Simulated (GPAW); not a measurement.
# Near-edge structure at the S K edge of TlS (R-3m), part 2 of 2

Aim: the near-edge shape at the S K edge of TlS (R-3m), and what the core hole does to it.

GPAW 26.7.0; X-ray absorption from dipole matrix elements to empty bands, plane-wave PAW LDA.

So far. Step 2 (The field without a hole): The mesh shows no gap, so the system is treated as a metal and the core electron is put at the Fermi level (neutral cell). Step 3 (Spectrum without a core hole, S atom 3): Main maxima below 24 eV (height): 0.8 eV (2.32), 6.3 eV (2.91) and 16.8 eV (1.01). A K edge sees empty p states on the absorber.

## 5. Spectrum with XCH, S atom 3

The holes are 6.9 Å apart. In GPAW the data set carries the hole's charge, so charge=0 means a charged cell and charge=-1 a neutral one. The excited electron is kept in the cell, where it fills the lowest empty states and screens the hole. After the field has converged, empty bands are computed with the density fixed and the dipole matrix elements are summed.

Contents of xas.py:

```python
import numpy as np
from ase import Atoms
from ase.parallel import parprint, paropen
from gpaw import GPAW, PW, FermiDirac, Mixer, MixerDif, setup_paths
from gpaw.test import gen
setup_paths.insert(0, '.')
gen('S', name='fch1s', xcname='LDA', corehole=(1, 0, 1), write_xml=True)
from gpaw.mpi import world
world.barrier()

atoms = Atoms('Tl6S6',
    cell=[[0, 6.93282521, 0],
     [6.00400275, 3.4664126, 0],
     [-2.00133425, -1.15547087, -7.30351667]],
    scaled_positions=[[0, 0.5, 0.5],
     [0.33333333, 0.83333333, 0.5],
     [0.66666667, 0.16666667, 0.5],
     [0, 0, 0],
     [0.33333333, 0.33333333, 0],
     [0.66666667, 0.66666667, 0],
     [0, 0.73510346, 0.20531038],
     [0.33333333, 0.06843679, 0.20531038],
     [0.66666667, 0.40177013, 0.20531038],
     [0, 0.26489654, 0.79468962],
     [0.33333333, 0.59822987, 0.79468962],
     [0.66666667, 0.93156321, 0.79468962]],
    pbc=True)
atoms.calc = calc = GPAW(legacy_gpaw=True, mode=PW(430), xc='LDA', setups={6: 'fch1s'},
    kpts={'size': (3, 3, 3), 'gamma': True}, occupations=FermiDirac(0.1),
    charge=-1, mixer=Mixer(0.1, 5, 50), maxiter=150,
    convergence={'density': 0.0001}, txt='scf.txt')
energy = atoms.get_potential_energy() + calc.get_reference_energy()
ef = calc.get_fermi_level()
out = dict(energy=energy, fermi=ef, forces=atoms.get_forces().tolist())
parprint(f'all-electron energy {energy:.4f} eV, Fermi level {ef:.4f} eV')
ev = np.array([[calc.get_eigenvalues(k, s) for k in range(len(calc.get_ibz_k_points()))] for s in range(calc.get_number_of_spins())])
out['homo'], out['lumo'], out['counts'] = ev[ev < ef].max(), ev[ev > ef].min(), sorted(set((ev < ef).sum((0, 2)).tolist()))
out['filled'] = (ev[:, 0] < ef).sum(1).tolist()

from ase.units import Ha
from gpaw.xas import dipole_matrix_elements
nb = int(calc.get_number_of_electrons() / 2) + 183
top, nb = nb, nb + 8 + nb // 12
nscf = calc.fixed_density(kpts={'size': (4, 4, 3), 'gamma': True}, nbands=nb,
    convergence={'bands': top, 'eigenstates': 1e-5}, maxiter=60, txt='nscf.txt')
cell = atoms.cell.array
ops = [cell.T @ U.T @ np.linalg.inv(cell.T) for U in nscf.wfs.kd.symmetry.op_scc]
E = np.arange(-6, 34, 0.1)
fwhm = np.interp(E, [4, 25], [0.9, 3.5])
Y, X, zero, highest = 0, 0, 1e9, 1e9
for spin in range(nscf.get_number_of_spins()):
    wfs = nscf.wfs
    A = dipole_matrix_elements(wfs.setups[6])
    eps = np.zeros((wfs.kd.nibzkpts, nb))
    d = np.zeros((3, A.shape[1], wfs.kd.nibzkpts, nb), complex)
    for kpt in wfs.kpt_u:
        if kpt.s == spin and 6 in kpt.P_ani:
            eps[kpt.k] = kpt.eps_n * Ha
            d[:, :, kpt.k] = (kpt.weight * wfs.nspins / 2) ** 0.5 * np.inner(A, kpt.P_ani[6])
    world.sum(eps)
    world.sum(d)
    T = np.einsum('amkn,bmkn->abkn', d, d.conj()).real
    T = sum(np.einsum('ai,ijkn,bj->abkn', R, T, R) for R in ops) / len(ops)
    empty = eps > ef
    zero, highest = min(zero, eps[empty].min()), min(highest, eps[:, top - 1].min())
    lines = [(eps, T, empty)] if spin == 0 else lines + [(eps, T, empty)]
for eps, T, empty in lines:
    f = np.einsum('aakn->akn', T).reshape(3, -1)
    x = eps.ravel() - zero
    w = np.interp(x, E, fwhm) / 2.35482
    g = np.exp(-0.5 * ((E[:, None] - x) / w) ** 2) / (w * (2 * np.pi) ** 0.5)
    Y = Y + (f * empty.ravel()) @ g.T
    X = X + (f * ~empty.ravel()) @ g.T
out.update(E=E.round(2).tolist(), xas=Y.tolist(), xes=X.tolist(), zero=zero, valid=highest - zero, nk=len(eps), nb=nb)
for i in range(0, len(E), 10):
    parprint(f'{E[i]:7.2f}', *(f'{v:10.3e}' for v in Y[:, i]))
import json
with paropen('out.json', 'w') as f:
    json.dump(out, f)
```

Started as:

```sh
OMP_NUM_THREADS=1 mpirun -n 4 gpaw python xas.py
```

Numbers of over 12 decimals in the logs are rounded to 6 here.

The log of the run:

```text
Input parameters:
  charge: -1
  convergence: {density: 0.0001}
  kpts: {gamma: True,
         size: (3, 3, 3)}
  maxiter: 150
  mixer: {backend: pulay,
          beta: 0.1,
          method: separate,
          nmaxold: 5,
          weight: 50}
  mode: {ecut: 430.0,
         name: pw}
  occupations: {fixmagmom: False,
                name: fermi-dirac,
                width: 0.1}
  setups: {6: fch1s}

Initialize ...

[... PAW data sets ...]

Reference energy: -3360949.498901  # eV

Spin-paired calculation

[... convergence settings ...]
Symmetries present (total): 1
  [... symmetry matrices ...]

27 k-points: 3 x 3 x 3 Monkhorst-Pack grid
14 k-points in the irreducible part of the Brillouin zone
       k-points in crystal coordinates                weights
   0:     0.00000000    0.00000000    0.00000000          1/27
   1:     0.00000000    0.00000000    0.33333333          2/27
   2:     0.00000000    0.33333333   -0.33333333          2/27
   3:     0.00000000    0.33333333    0.00000000          2/27
   4:     0.00000000    0.33333333    0.33333333          2/27
   5:     0.33333333   -0.33333333   -0.33333333          2/27
   6:     0.33333333   -0.33333333    0.00000000          2/27
   7:     0.33333333   -0.33333333    0.33333333          2/27
   8:     0.33333333    0.00000000   -0.33333333          2/27
   9:     0.33333333    0.00000000    0.00000000          2/27
          ...
  13:     0.33333333    0.33333333    0.33333333          2/27

Wave functions: Plane wave expansion
  Cutoff energy: 430.000 eV
  Number of coefficients (min, max): 6107, 6174
  Pulay-stress correction: 0.000000 eV/Ang^3 (de/decut=0.000000)
  Using FFTW library
  Wavefunction extrapolation:
    Improved wavefunction reuse through dual PAW basis

Occupation numbers: Fermi-Dirac:
  width: 0.1000  # eV

Eigensolver
   Davidson(niter=2)

Densities:
  Coarse grid: 35*35*40 grid
  Fine grid: 70*70*80 grid
  Total Charge: 0.000000

Density mixing:
  Method: separate
  Backend: pulay
  Linear mixing parameter: 0.1
  old densities: 5
  Width of damping distribution: 1.1
  Damping of long wavelength oscillations: 50

[... Hamiltonian set-up ...]
Number of atoms: 12
Number of atomic orbitals: 78
Number of bands in calculation: 73
Number of valence electrons: 115
Bands to converge: occupied

... initialized

Initializing position-dependent things.

Density initialized from atomic densities
Creating initial wave functions:
  73 bands from LCAO basis set

                      Tl

              TlS

       Tl
         S         S
          Tl        Tl
                      S
             Tl
              S

       S

Atomic positions and initial magnetic moments

Positions:
   0 Tl     2.001334    1.155471   -3.651758    ( 0.0000,  0.0000,  0.0000)
   1 Tl     4.002668    4.621883   -3.651758    ( 0.0000,  0.0000,  0.0000)
   2 Tl     0.000000    4.621884   -3.651758    ( 0.0000,  0.0000,  0.0000)
   3 Tl     0.000000    0.000000    0.000000    ( 0.0000,  0.0000,  0.0000)
   4 Tl     2.001334    3.466413    0.000000    ( 0.0000,  0.0000,  0.0000)
   5 Tl     4.002669    6.932825    0.000000    ( 0.0000,  0.0000,  0.0000)
   6 S      4.002668    2.310942   -1.499488    ( 0.0000,  0.0000,  0.0000)
   7 S     -0.000000    2.310942   -1.499488    ( 0.0000,  0.0000,  0.0000)
   8 S      2.001334    5.777354   -1.499488    ( 0.0000,  0.0000,  0.0000)
   9 S     -0.000000   -0.000000   -5.804029    ( 0.0000,  0.0000,  0.0000)
  10 S      2.001334    3.466413   -5.804029    ( 0.0000,  0.0000,  0.0000)
  11 S      4.002669    6.932825   -5.804029    ( 0.0000,  0.0000,  0.0000)

Unit cell:
           periodic     x           y           z      points  spacing
  1. axis:    yes    0.000000    6.932825    0.000000    35     0.1715
  2. axis:    yes    6.004003    3.466413    0.000000    35     0.1654
  3. axis:    yes   -2.001334   -1.155471   -7.303517    40     0.1826

  Lengths:   6.932825   6.932825   7.660405
  Angles:  107.558149  98.675422  60.000000

Effective grid spacing dv^(1/3) = 0.1838

iter:   1   -68.211856
iter:   2   -65.342220   -1.58  -1.23
iter:   3   -62.138849   -1.12  -1.32
iter:   4   -62.042413   -2.45  -1.54
iter:   5   -61.899147   -2.17  -1.63
iter:   6   -61.855831   -3.19  -1.90
iter:   7   -61.853422c  -3.88  -2.27
iter:   8   -61.847158c  -3.79  -2.52
iter:   9   -61.846827c  -4.73  -2.97
iter:  10   -61.846690c  -5.49  -3.08
iter:  11   -61.846695c  -5.30  -3.16
iter:  12   -61.846722c  -5.79  -3.52
iter:  13   -61.846724c  -6.35  -3.69
iter:  14   -61.846705c  -6.54  -3.73
iter:  15   -61.846692c  -6.78  -4.07c
iter:  16   -61.846695c  -7.85c -4.31c

Converged after 16 iterations.

Dipole moment: (0.167300, 0.096591, 0.217677) |e|*Ang

Energy contributions relative to reference atoms: (reference = -3360949.498901)

Kinetic:        +73.623936
Potential:      -74.981324
External:        +0.000000
XC:             -60.790134
Entropy (-ST):   -0.147923
Local:           +0.374789
SIC:             +0.000000
--------------------------
Free energy:    -61.920656
Extrapolated:   -61.846695

Showing only first 2 kpts
 Kpt  Band  Eigenvalues  Occupancy
  0    55      4.36662    1.99999
  0    56      4.41559    1.99999
  0    57      5.68892    0.67298
  0    58      5.89790    0.11807

  1    55      4.37598    1.99999
  1    56      4.43287    1.99999
  1    57      5.72588    0.51898
[...]
Fermi level: 5.62102

No gap
No difference between direct/indirect transitions

Forces in eV/Ang:
  0 Tl   -0.17246   -0.09957   -0.25130
  1 Tl    0.00472    0.19822   -0.24733
  2 Tl    0.17402   -0.09502   -0.24733
  3 Tl    0.56153    0.32420    0.57712
  4 Tl   -0.56360    0.33050    0.61512
  5 Tl    0.00442   -0.65334    0.61512
  6 S     0.02644    0.01526   -0.72716
  7 S    -0.02416    0.01767   -0.38931
  8 S     0.00322   -0.02976   -0.38931
  9 S     0.26714    0.15423    0.16480
 10 S    -0.07017   -0.20362    0.13943
 11 S    -0.21142    0.04104    0.13943
Scalar-relativistic atomic LDA calculation for S (Sulfur, Z=16)
Core hole in 1s state (1s occupation: 1.0)
450 radial gridpoints.
|------------------------------------------------|
|------------------------------------------------|
[... the atom generator's iteration count ...]

Energy contributions:
-------------------------
Kinetic:     +307.027779
XC:           -20.036781
Potential:   -593.463960
-------------------------
Total:       -306.472962

state      eigenvalue         ekin         rmax
-----------------------------------------------
1s^1.0 :   -94.587655   125.271961        0.063
2s^2.0 :    -9.346963    20.537295        0.374
2p^6.0 :    -7.528664    20.376522        0.303
3s^2.0 :    -1.141348     3.532854        1.290
3p^4.0 :    -0.722112     2.839097        1.384
-----------------------------------------------
(units: Bohr and Hartree)

Generating PAW setup
Kinetic energy of the core from tauc = 289.375410
Cutoffs:
rc(s)=1.840
rc(p)=1.850
rc(d)=1.700
rc(vbar)=1.720
rc(comp)=1.430
rc(nct)=1.850

Kinetic energy of the core states: 288.605682
Charge: 1.0
Core electrons: 9.0
Valence electrons: 6.0
Pseudo-core charge: 0.024693
Shape function alpha=4.890
Pseudo-electron charge 6.344591
state    eigenvalue         norm
--------------------------------
3s(2) :    -1.141348     1.235204
*s    :    -0.141348
3p(4) :    -0.722112     0.962372
*p    :     0.277888
*d    :     0.000000
--------------------------------

Diagonalizing with gridspacing h=0.050

state   all-electron     PAW
-------------------------------
3s:      -1.141348    -1.142157
3p:      -0.722112    -0.722797
*d:                   -0.153507
*f:                   -0.016109
-------------------------------
all-electron energy -3361011.3456 eV, Fermi level 5.6210 eV
[...]
31.00  2.615e-06  2.619e-06  2.479e-06
  32.00  2.536e-06  2.542e-06  2.371e-06
  33.00  2.398e-06  2.397e-06  2.174e-06
```

Run time: 6.7 min. Hardware: 4 MPI ranks of Arm Neoverse V2, shared host; peak memory 0.64 GiB.

The S K spectrum, S atom 3, excited-electron core hole (neutral cell) (energy from the lowest empty level; intensity scaled to a mean of 1 over the first 20 eV; polarised curves are means over the symmetry-equivalent atoms):

| E (eV) | isotropic | ε ⊥ c | ε ∥ c |
| --- | --- | --- | --- |
| -2.0 | 0.00 | 0.00 | 0.00 |
| -1.0 | 0.01 | 0.01 | 0.01 |
| 0.0 | 1.02 | 1.08 | 0.90 |
| 1.0 | 0.67 | 0.61 | 0.78 |
| 2.0 | 0.65 | 0.50 | 0.95 |
| 3.0 | 1.01 | 1.10 | 0.83 |
| 4.0 | 1.54 | 1.66 | 1.30 |
| 5.0 | 2.09 | 1.93 | 2.39 |
| 6.0 | 1.99 | 2.13 | 1.70 |
| 7.0 | 0.67 | 0.79 | 0.44 |
| 8.0 | 0.29 | 0.29 | 0.29 |
| 9.0 | 0.37 | 0.38 | 0.36 |
| 10.0 | 0.52 | 0.48 | 0.60 |
| 11.0 | 0.60 | 0.50 | 0.81 |
| 12.0 | 0.77 | 0.68 | 0.93 |
| 13.0 | 0.97 | 1.00 | 0.92 |
| 14.0 | 1.05 | 1.11 | 0.94 |
| 15.0 | 1.07 | 1.12 | 0.98 |
| 16.0 | 1.14 | 1.15 | 1.12 |
| 17.0 | 1.14 | 1.09 | 1.24 |
| 18.0 | 1.09 | 1.02 | 1.25 |
| 19.0 | 1.07 | 1.01 | 1.20 |
| 20.0 | 1.06 | 1.02 | 1.13 |
| 21.0 | 1.08 | 1.08 | 1.08 |
| 22.0 | 1.14 | 1.17 | 1.09 |
| 23.0 | 1.19 | 1.23 | 1.10 |
| 24.0 | 1.15 | 1.20 | 1.05 |
| 25.0 | 1.07 | 1.11 | 0.99 |
| 26.0 | 1.01 | 1.04 | 0.96 |
| 27.0 | 1.00 | 1.01 | 0.97 |
| 28.0 | 1.01 | 1.02 | 1.01 |
| 29.0 | 1.05 | 1.06 | 1.04 |
| 30.0 | 1.09 | 1.11 | 1.07 |
| 31.0 | 1.10 | 1.12 | 1.06 |
| 32.0 | 1.06 | 1.09 | 1.01 |

Main maxima below 24 eV (height): 0.4 eV (1.52), 5.5 eV (2.41), 16.5 eV (1.15) and 23.1 eV (1.19). 

The total-energy difference is 2472.66 eV. One term is added: -16.82 eV, since the hole is spin-paired here and a spin-polarised one costs that much less in the free atom (computed apart). The photon energy is then 2455.84 eV. The functional leaves an error in such absolute values: in the free atom LDA prices this hole 9.1 eV below PBE (computed apart), and PBE is itself good to a few eV.

## 6. Spectrum with XCH, S atom 3

This attempt departs from the first core-hole run: charge keyword to -2.

xas.py, as its differences from that of step 5:

```diff
@@ -29,3 +29,3 @@
     kpts={'size': (3, 3, 3), 'gamma': True}, occupations=FermiDirac(0.1),
-    charge=-1, mixer=Mixer(0.1, 5, 50), maxiter=150,
+    charge=-2, mixer=Mixer(0.1, 5, 50), maxiter=150,
     convergence={'density': 0.0001}, txt='scf.txt')
```

The log of the run:

```text
Input parameters:
  charge: -2
  convergence: {density: 0.0001}
  kpts: {gamma: True,
         size: (3, 3, 3)}
  maxiter: 150
  mixer: {backend: pulay,
          beta: 0.1,
          method: separate,
          nmaxold: 5,
          weight: 50}
  mode: {ecut: 430.0,
         name: pw}
  occupations: {fixmagmom: False,
                name: fermi-dirac,
                width: 0.1}
  setups: {6: fch1s}

Initialize ...

[...]
*p    :     0.277888
*d    :     0.000000
--------------------------------

Diagonalizing with gridspacing h=0.050

state   all-electron     PAW
-------------------------------
3s:      -1.141348    -1.142157
3p:      -0.722112    -0.722797
*d:                   -0.153507
*f:                   -0.016109
-------------------------------
all-electron energy -3361005.6013 eV, Fermi level 5.8234 eV
[...]
32.00  2.509e-06  2.514e-06  2.327e-06
  33.00  2.361e-06  2.357e-06  2.121e-06
[key lines of the parts left out:]
Converged after 16 iterations.
Dipole moment: (0.176799, 0.102075, 0.199400) |e|*Ang
Free energy:    -56.194858
Fermi level: 5.82336
```

Elapsed: 6.8 min, on 4 MPI ranks; peak memory 0.64 GiB; 27 min of CPU time.

The run finished. A setting was moved off its sound value on purpose, so it serves as a test and not as the result.

The fault put into the input: the charge keyword adds two electrons for one core hole.

Against the first run the r.m.s. difference is 11 %. The highest intensity below 16 eV goes from 5.5 eV (2.41) to 5.2 eV (2.40).

| E (eV) | first run | this run |
| --- | --- | --- |
| -2.0 | 0.00 | 0.00 |
| -0.5 | 0.19 | 0.24 |
| 1.0 | 0.67 | 0.50 |
| 2.5 | 0.68 | 0.82 |
| 4.0 | 1.54 | 1.52 |
| 5.5 | 2.41 | 2.29 |
| 7.0 | 0.67 | 0.52 |
| 8.5 | 0.30 | 0.35 |
| 10.0 | 0.52 | 0.55 |
| 11.5 | 0.67 | 0.72 |
| 13.0 | 0.97 | 1.02 |
| 14.5 | 1.06 | 1.06 |
| 16.0 | 1.14 | 1.15 |
| 17.5 | 1.12 | 1.11 |
| 19.0 | 1.07 | 1.07 |
| 20.5 | 1.06 | 1.07 |
| 22.0 | 1.14 | 1.16 |
| 23.5 | 1.18 | 1.17 |
| 25.0 | 1.07 | 1.05 |
| 26.5 | 1.00 | 1.00 |
| 28.0 | 1.01 | 1.03 |
| 29.5 | 1.08 | 1.09 |
| 31.0 | 1.10 | 1.10 |

## 7. What the core hole does

Both curves are counted from their own zero, so only the shift of weight within the empty states shows.

| E (eV) | no hole | XCH |
| --- | --- | --- |
| -2.0 | 0.00 | 0.00 |
| -1.0 | 0.00 | 0.01 |
| 0.0 | 0.53 | 1.02 |
| 1.0 | 2.14 | 0.67 |
| 2.0 | 0.53 | 0.65 |
| 3.0 | 0.72 | 1.01 |
| 4.0 | 1.24 | 1.54 |
| 5.0 | 1.41 | 2.09 |
| 6.0 | 2.62 | 1.99 |
| 7.0 | 1.83 | 0.67 |
| 8.0 | 0.56 | 0.29 |
| 9.0 | 0.33 | 0.37 |
| 10.0 | 0.44 | 0.52 |
| 11.0 | 0.51 | 0.60 |
| 12.0 | 0.60 | 0.77 |
| 13.0 | 0.72 | 0.97 |
| 14.0 | 0.81 | 1.05 |
| 15.0 | 0.88 | 1.07 |
| 16.0 | 0.97 | 1.14 |
| 17.0 | 1.00 | 1.14 |
| 18.0 | 0.94 | 1.09 |
| 19.0 | 0.89 | 1.07 |
| 20.0 | 0.92 | 1.06 |
| 21.0 | 0.94 | 1.08 |
| 22.0 | 0.96 | 1.14 |
| 23.0 | 0.99 | 1.19 |
| 24.0 | 1.02 | 1.15 |
| 25.0 | 1.00 | 1.07 |
| 26.0 | 0.95 | 1.01 |
| 27.0 | 0.90 | 1.00 |
| 28.0 | 0.89 | 1.01 |
| 29.0 | 0.92 | 1.05 |
| 30.0 | 0.95 | 1.09 |
| 31.0 | 0.98 | 1.10 |
| 32.0 | 1.00 | 1.06 |

With each curve scaled to its own mean, the area from −2 to 6 eV with the hole is 8.2 against 7.7, and the centre of weight from −1 to 20 eV moves by +0.7 eV (first and strongest maxima below 20 eV: 0.8 eV (2.32), 6.3 eV (2.91) and 16.8 eV (1.01) without the hole, 0.4 eV (1.52), 5.5 eV (2.41) and 16.5 eV (1.15) with it); the shape changes all the same, by 40 % r.m.s.

## 8. Outcome

- absorber and edge: S K, atom 3 of the ground-state input (counted from 1)
- surroundings: 3 Tl at 2.75 Å and 3 Tl at 3.16 Å (distorted octahedral, site symmetry 3m)
- highest intensity below 16 eV: 5.5 eV above the zero, height 2.41
- photon energy of the zero, with the added terms: 2455.8 eV (raw 2472.7 eV; LDA puts this hole about 9 eV below PBE, itself good to a few eV)

**Reading.** The S K edge of atom 3, with 3 Tl at 2.75 Å and 3 Tl at 3.16 Å (distorted octahedral, site symmetry 3m), has its highest intensity of the first 16 eV at 5.5 eV above the zero, near 2461 eV in photon energy (LDA puts this hole about 9 eV below PBE, itself good to a few eV), 2.4 times the mean level of the first 20 eV (Gaussian full width 0.9 eV up to 4 eV, rising linearly to 3.5 eV at 25 eV). With each curve scaled to its own mean, the area from −2 to 6 eV with the hole is 8.2 against 7.7, and the centre of weight from −1 to 20 eV moves by +0.7 eV (first and strongest maxima below 20 eV: 0.8 eV (2.32), 6.3 eV (2.91) and 16.8 eV (1.01) without the hole, 0.4 eV (1.52), 5.5 eV (2.41) and 16.5 eV (1.15) with it); the shape changes all the same, by 40 % r.m.s. At the S K edge of atom 3 polarisation matters most near 6.4 eV, where the curves differ by 0.6 on this scale. The unit cell's mesh shows no gap over 0.35 eV. That is right for a metallic compound; for a small-gap or correlated insulator it would be the fault of the functional or of the assumed magnetic order, and the hole would be screened too well. The mesh is coarse (0.29 Å⁻¹ between points), so small maxima may be mesh ripples. The structure is a computed Materials Project entry and may be a hypothetical form.

[Banner, clock and machine lines of the logs are left out without a mark of their own.]

[Logs are printed without paths, hosts, clocks, repeated set-up lines and the standing remarks that a program may print on its own settings, such as how far it seeks lower states.]

[Hosts, paths, dates, database ids (printed as entryN), source tags and the programs' standing remarks are cut or masked in the printed files.]

[Lists of maxima count a maximum above −3 eV only where it reaches 4 % of the highest in the window and stands out from its surroundings by 2 % of it (1.5 % where it reaches 55 %); shoulders and weaker maxima are passed over, and of the rest the first, up to two pre-edge ones and the few strongest are named.]
